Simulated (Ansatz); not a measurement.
# Direct or indirect: GaN (F-43m)

```cif
data_structure
_symmetry_space_group_name_H-M 'P 1'
_symmetry_Int_Tables_number 1
_cell_length_a 3.1869
_cell_length_b 3.1869
_cell_length_c 3.1869
_cell_angle_alpha 60.000
_cell_angle_beta 60.000
_cell_angle_gamma 60.000
_cell_volume 22.89
loop_
_atom_site_label
_atom_site_type_symbol
_atom_site_fract_x
_atom_site_fract_y
_atom_site_fract_z
_atom_site_occupancy
Ga1 Ga 0.00000 0.00000 0.00000 1
N1 N 0.25000 0.25000 0.25000 1
```

Method: Ansatz, PBE, independent particles, without spin-orbit coupling, line width 0.1 eV (Gaussian). The band structure gives a fundamental gap of 1.72 eV. The spectrum of vertical transitions near the edge:

| E (eV) | Im ε, E ∥ xyz |
| --- | --- |
| 1.26 | 0.00 |
| 1.38 | 0.00 |
| 1.50 | 0.00 |
| 1.62 | 0.03 |
| 1.74 | 0.30 |
| 1.86 | 0.69 |
| 1.98 | 0.92 |
| 2.10 | 1.06 |
| 2.22 | 1.17 |
| 2.34 | 1.25 |
| 2.46 | 1.31 |
| 2.58 | 1.37 |
| 2.70 | 1.42 |
| 2.82 | 1.47 |
| 2.94 | 1.51 |

Is the gap direct or indirect, and about where do vertical transitions set in?

Direct: the band path has its least direct gap at the fundamental one, 1.72 eV, and the curves rise from there. Lines are broadened by 0.1 eV, which spreads the edge.

[Logs are printed without paths, hosts, clocks, repeated set-up lines and the standing remarks that a program may print on its own settings, such as how far it seeks lower states.]
